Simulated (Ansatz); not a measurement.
# Where Sb_C puts its levels in the gap of SiC (P6_3mc)

Aim: at which Fermi levels does Sb_C in SiC (P6_3mc) change its charge? The model is a cell of 108 host atoms with 1 C taken out and 1 Sb put in.

Calculated with Ansatz 0.2.0; place-levels on r2SCAN runs: charge-transition levels and formation energies with image-charge correction and potential alignment at the atomic sites; PAW set soft_1.

**Measured values to reproduce.**

For SiC, 6H (bulk crystal, literature), “Charge spill-out and work function of few-layer graphene on SiC(0001)” (2018, arxiv:1806.04908) quotes earlier work: band gap (indirect gap, experimental literature value) 3.03 eV [Literature value cited in passing in the theory part; temperature and measurement method …].

## 1. The starting structure

The cell holds 108 atoms: 54 Si, 53 C and 1 Sb. Cell: a = 9.236 Å, b = 9.236 Å, c = 15.108 Å, α = 90.0°, β = 90.0°, γ = 120.0°. It derives from SiC (space group P6_3mc). Nearest the centre at fractional (0.556, 0.444, 0.542): Sb59 at 0.00 Å, Si89 at 1.89 Å, Si53 at 1.89 Å, Si101 at 1.89 Å, Si51 at 1.89 Å, C23 at 3.08 Å, C47 at 3.08 Å, C11 at 3.08 Å.

Known beforehand: the electronic dielectric constant, (7.09, 7.09, 7.35), and the static one, (10.43, 10.43, 10.95), computed on the host (DFPT, PBEsol, on the r2SCAN cell), and a cell off the functional's own equilibrium shifts the ionic part.

The cell's shortest repeat is 9.2 Å.

## 2. Charge states

A transition level is the Fermi level at which two charge states cost the same, so each charge needs its own total energy, at its own relaxed structure.

Random displacements of about 0.05 Å break the site symmetry at the start, so that the relaxation can reach a distorted minimum if there is one. Forces are taken at one point at (¼, ¼, ¼). The cell holds 1 electron more than the neutral one, with a uniform background that keeps it neutral on the whole.

The sampling was tested on the host first: at the k-points planned (1x1x1 shifted 0.25 0.25 0.25) its energy lies -0.041 eV an atom from the dense-mesh value, a large miss, so this sampling is coarse for the host.

One state's input; the others differ in charge, spin, start and seed, and in occupations where the table says so.

File qm1.relax/input.yaml:

```yaml
crystal:
  lattice:
    - [9.23599493, 0.0, 0.0]
    - [-4.61799746, 7.99860624, 0.0]
    - [0.0, 0.0, 15.1078644]
  atoms:
    - { symbol: Si, position: [0.11111111, 0.22222222, 0.8329854] }
    - { symbol: Si, position: [0.22222222, 0.11111111, 0.3329854] }
[... 8 atom lines left out ...]
    - { symbol: C, position: [0.22222222, 0.11111111, 0.54152848] }
[... 11 atom lines left out ...]
    - { symbol: C, position: [0.22222222, 0.44444444, 0.54152848] }
[... 5 atom lines left out ...]
    - { symbol: Si, position: [0.0, 0.66666667, 0.49972248] }
[... 11 atom lines left out ...]
    - { symbol: Si, position: [0.33333333, 0.0, 0.49972248] }
[... 3 atom lines left out ...]
    - { symbol: C, position: [0.44444444, 0.22222222, 0.70799668] }
[... 1 atom line left out ...]
    - { symbol: C, position: [0.55555556, 0.11111111, 0.54152848] }
[... 2 atom lines left out ...]
    - { symbol: Si, position: [0.55555556, 0.44444444, 0.3329854] }
    - { symbol: Si, position: [0.55555556, 0.44444444, 0.66650102] }
[... 1 atom line left out ...]
    - { symbol: Si, position: [0.33333333, 0.33333333, 0.49972248] }
[... 2 atom lines left out ...]
    - { symbol: C, position: [0.33333333, 0.33333333, 0.37436694] }
    - { symbol: C, position: [0.44444444, 0.55555556, 0.70799668] }
[... 1 atom line left out ...]
    - { symbol: Sb, position: [0.55555556, 0.44444444, 0.54152848] }
[... 11 atom lines left out ...]
    - { symbol: C, position: [0.55555556, 0.77777778, 0.54152848] }
[... 17 atom lines left out ...]
    - { symbol: Si, position: [0.66666667, 0.33333333, 0.49972248] }
[... 2 atom lines left out ...]
    - { symbol: C, position: [0.66666667, 0.33333333, 0.37436694] }
    - { symbol: C, position: [0.77777778, 0.55555556, 0.70799668] }
[... 1 atom line left out ...]
    - { symbol: C, position: [0.88888889, 0.44444444, 0.54152848] }
[... 5 atom lines left out ...]
    - { symbol: Si, position: [0.66666667, 0.66666667, 0.49972248] }
[... 2 atom lines left out ...]
    - { symbol: C, position: [0.66666667, 0.66666667, 0.37436694] }
[... 2 atom lines left out ...]
    - { symbol: C, position: [0.88888889, 0.77777778, 0.54152848] }
    - { symbol: C, position: [0.77777778, 0.88888889, 0.04152848] }
  host:
    repeats: [3, 3, 1]
    atoms:
      - { symbol: Si, position: [0.33333333, 0.66666667, 0.8329854] }
      - { symbol: Si, position: [0.66666667, 0.33333333, 0.3329854] }
      # ... 10 more atoms of the perfect host
total_charge: -1
basis:
  ecutwfc: 500
  xc_grid: 2
hamiltonian:
  xc: r2scan
  pseudopotentials: { kind: paw, azcp: { folder: soft_1 } }
kpoints:
  mp_grid: { grid: [1, 1, 1], shift: [0.25, 0.25, 0.25] }
scf:
  occupations: { method: fixed }
  max_iter: 80
output:
  forces: true
  charged_corrections:
    epsilon: [7.09, 7.09, 7.35]
    static_epsilon: [10.43, 10.43, 10.95]
    defect_position: [0.555556, 0.444444, 0.541528]
relax:
  f_tol: 0.02
  max_steps: 80
  random_displacement: { amplitude: 0.05, seed: 6821 }
checkpoint:
  write: "../qm1.relax.run"
  compress: false
  write_wavefunctions: true
  write_every: 100000
```

Command:

```sh
ansatz run input.yaml --threads 4 --pin off --max-ram 15073MiB --backend cpu --events-out ev --progress --plain --runs-dir out
```

The relaxed structure is kept and the sampling changed to a 2×2×2 shifted mesh.

The run of this state that the levels use, under r2SCAN:

File qm1.point/input.yaml:

```yaml
crystal:
  checkpoint: "../qm1.relax.run"
  host: checkpoint
total_charge: -1
basis:
  ecutwfc: 500
  xc_grid: 2
hamiltonian:
  xc: r2scan
  pseudopotentials: { kind: paw, azcp: { folder: soft_1 } }
kpoints:
  mp_grid: { grid: [2, 2, 2], shift: [0.5, 0.5, 0.5] }
scf:
  occupations: { method: fermi_dirac, width: 0.01 }
  max_iter: 80
output:
  forces: true
  eigenvalues: true
  charged_corrections:
    epsilon: [7.09, 7.09, 7.35]
    static_epsilon: [10.43, 10.43, 10.95]
    defect_position: [0.555556, 0.444444, 0.541528]
  eigenstates: { localisation: true }
  populations: true
  band_densities: [{ bands: [v1, v1] }, { bands: [c1, c1] }]
  write_density: true
  write_potential: true
  volumetric_format: npy
  elf: true
checkpoint:
  read: "../qm1.relax.run"
  write: "../qm1.point.run"
  compress: false
  write_wavefunctions: false
  write_every: 100000
```

Relaxations under r2SCAN at one point at (¼, ¼, ¼); times on 4 threads of Arm Neoverse V1, shared host:

```
charge  moment (μB)  occupations    outcome  steps  largest displacement against the far atoms (Å)     time
    −1            0        fixed  converged      8                                            0.51  4.2 min
     0            1        fixed  converged     10                                            0.48   12 min
    +1            0        fixed  converged      7                                            0.46  3.6 min
    −1            2        fixed  converged     10                                            0.47   12 min
```

Single points under r2SCAN at a 2×2×2 shifted mesh; times on 4 threads of Arm Neoverse V1, shared host:

```
charge  moment (μB)  occupations    outcome     time
    −1            0  fermi-dirac  converged  3.9 min
     0            1  fermi-dirac  converged  8.2 min
    +1            0  fermi-dirac  converged  3.5 min
    −1            2  fermi-dirac  converged  8.3 min
```

Distances (Å) from Sb59 to the nearest atoms after relaxation with r2SCAN:

```
charge  moment (μB)       1.       2.       3.       4.      5.      6.
    −1            0  Si 2.31  Si 2.32  Si 2.32  Si 2.33  C 3.10  C 3.11
    −1            2  Si 2.30  Si 2.31  Si 2.31  Si 2.31  C 3.12  C 3.12
     0            1  Si 2.30  Si 2.31  Si 2.31  Si 2.32  C 3.11  C 3.12
    +1            0  Si 2.29  Si 2.29  Si 2.29  Si 2.30  C 3.13  C 3.13
```

## 3. Levels against the band edges, r2SCAN

A charged cell interacts with its images and the background, and its potential has another zero than the host's. place-levels removes the first by a point-charge model, screened by the static dielectric constant since the ions have relaxed around the charge, and the second by comparing potentials at atoms far from the defect.

The host is a run of the defect-free crystal in the same cutoffs, grids and k-points, so that basis and sampling errors cancel in part in the differences. The host is run in a cell of 12 atoms on a matching mesh. Its band edges are searched through the zone by a band path, so the gap is smaller than, or equal to, that on the mesh. Chemical potentials are energies per atom of C (diamond) and Sb (A7 rhombohedral), run with the same functional and cutoff. Carbon is taken as diamond, which semilocal functionals can put about 0.1 eV an atom over graphite.

File levels.point.yaml:

```yaml
host:
  run: host.point.run
states: [qm1.point.run, q0_M1.point.run, qp1.point.run, qm1_M2.point.run]
geometry_from:
  qm1.point.run: qm1.relax.run
  q0_M1.point.run: q0_M1.relax.run
  qp1.point.run: qp1.relax.run
  qm1_M2.point.run: qm1_M2.relax.run
  host.point.run: host.relax.run
chemical_potentials:
  C:
    energy: -251.553391
    dataset: "<sha256 of the dataset>"
  Sb:
    energy: -6499.197686
    dataset: <sha256 of the dataset>
epsilon: [7.09, 7.09, 7.35]
static_epsilon: [10.43, 10.43, 10.95]
vertical:
  - { from: qm1.point.run, to: qm1.point_neutral.run }
  - { from: qp1.point.run, to: qp1.point_neutral.run }
  - { from: qm1_M2.point.run, to: qm1_M2.point_neutral.run }
```

Command:

```sh
ansatz place-levels levels.point.yaml -- --threads 4 --pin off --max-ram 15073MiB
```

Numbers of over 12 decimals in the logs are rounded to 6 here.

Log:

```text
[... repeated set-up lines and file paths are left out, and long positions are rounded to six places ...]
(+1/0) 2.307 eV above the valence edge, 0.062 eV under the conduction edge
(0/-1) 2.491 eV above the valence edge (+2.657 eV without the band-filling correction), in the conduction band
formation energy of charge +1: +6.530 eV with the Fermi level at the valence edge
formation energy of charge 0: +8.837 eV with the Fermi level at the valence edge
formation energy of charge -1: +11.328 eV with the Fermi level at the valence edge
vertical -1 to 0: no energy, since no alignment is typed
  the change from vertical[0].from (qm1.point.run) to vertical[0].to (qm1.point_neutral.run): by its potential at epsilon [7.09, 7.09, 7.35] it stands at 0.736 0.261 0.603, with an rms radius of about 5.3 Å (3.0 3.0 3.3 Å across the planes of the cell's [...]
vertical +1 to 0: no energy, since no alignment is typed
  the change from vertical[1].from (qp1.point.run) to vertical[1].to (qp1.point_neutral.run): by its potential at epsilon [7.09, 7.09, 7.35] it stands at 0.692 0.308 0.601, with an rms radius of about 4.9 Å (2.8 2.8 2.8 Å across the planes of the cell's [...]
vertical -1 to 0: no energy, since no alignment is typed
  the change from vertical[2].from (qm1_M2.point.run) to vertical[2].to (qm1_M2.point_neutral.run): by its potential at epsilon [7.09, 7.09, 7.35] it stands at 0.646 0.363 0.175, with an rms radius of about 6.2 Å (3.7 3.8 3.2 Å across the planes of the cell's [...]
  edges by r2scan, gap 2.368 eV; the host is sampled to repeats of 18.47 Å
  the defect's cells are sampled to repeats of 18.47 Å, like sampling
  charge +1: -54382.4809 eV with its correction of +0.419 eV, at epsilon [10.43, 10.43, 10.95], aligned at sites: +0.2528 eV, mean over 69 atomic sites at or beyond 4.62 Å from the host's site at [0.5553, 0.4447, 0.5416] by the defect at [0.5556, 0.4444, [...]
  charge 0: +0.000 eV for its dipole among its images, -0.002 omitted
  charge -1: -54358.6482 eV with its correction of -0.169 eV, at epsilon [10.43, 10.43, 10.95], aligned at sites: +0.3351 eV, mean over 69 atomic sites at or beyond 4.62 Å from the host's site at [0.5553, 0.4447, 0.5416] by the defect at [0.5556, 0.4444, [...]
  states[0] (qm1.point.run): levels filled in part (TS 0.002 eV): its energy is of no whole electron's
  charge -1: states[3] (qm1_M2.point.run) stands 0.086 eV higher, with a moment of 2.00 μB against 0.00
  of states[2] (qp1.point.run): it parts from the run at its places by a charge that spreads by about 2.8 Å along one vector (1.4 Å or more is wide), by its potential at epsilon [7.09, 7.09, 7.35], taken for that of held ions (one typed too small widens it), [...]
  of states[1] (q0_M1.point.run): its sublattices stand up to 0.0453 Å off the host's, which by the two runs' forces adds about +0.02 eV to its energy against the host's, and moves the band edges: relax the crystal first, and build the cells on it; [...]
  of states[0] (qm1.point.run): it parts from the run at its places by a charge that spreads by about 3 Å along one vector (1.4 Å or more is wide), by its potential at epsilon [7.09, 7.09, 7.35], taken for that of held ions (one typed too small widens it), [...]
  of states[3] (qm1_M2.point.run): it parts from the run at its places by a charge that spreads by about 3.8 Å along one vector (1.4 Å or more is wide), by its potential at epsilon [7.09, 7.09, 7.35], taken for that of held ions (one typed too small widens [...]
  vertical[0].from (qm1.point.run): levels filled in part (TS 0.002 eV): its energy is of no whole electron's
  of vertical[0].from (qm1.point.run): its sublattices stand up to 0.0436 Å off the host's, which by the two runs' forces adds about +0.03 eV to its energy against the host's, and moves the band edges: relax the crystal first, and build the cells on it; [...]
  of vertical[0].to (qm1.point_neutral.run): stability_check_not_made
  of vertical[1].from (qp1.point.run): it parts from the run at its places by a charge that spreads by about 2.8 Å along one vector (1.4 Å or more is wide), by its potential at epsilon [7.09, 7.09, 7.35], taken for that of held ions (one typed too small [...]
  vertical[1].to (qp1.point_neutral.run): levels filled in part (TS 0.003 eV): its energy is of no whole electron's
  of vertical[1].to (qp1.point_neutral.run): its moments are held at its close (magnetization.spin_locking), by a field of 0.002 eV a Bohr magneton, and its energy and levels are of the state that this holds: a run that lets them go can end lower; [...]
  of vertical[2].from (qm1_M2.point.run): its sublattices stand up to 0.0506 Å off the host's, which by the two runs' forces adds about +0.02 eV to its energy against the host's, and moves the band edges: relax the crystal first, and build the cells on it; [...]
  of vertical[2].to (qm1_M2.point_neutral.run): stability_check_not_made
```

Run time: 0.62 s. Hardware: 4 threads of Arm Neoverse V1, shared host.

(Continued in part 2 of 2.)

[Logs are printed without paths, hosts, clocks, repeated set-up lines and the standing remarks that a program may print on its own settings, such as how far it seeks lower states.]

[Hosts, paths, dates, database ids (printed as entryN), source tags and the programs' standing remarks are cut or masked in the printed files.]

[Where a table of states has a column of steps, it counts the stored structures, which are thinned; the runs took as many ionic steps or more.]

[A defect's name tells the site on which it was built; relaxed atoms can leave that site.]

[For some hosts the program warned that the k-mesh of the response run may be too coarse for force constants and the static dielectric constant; such warnings are not shown here.]
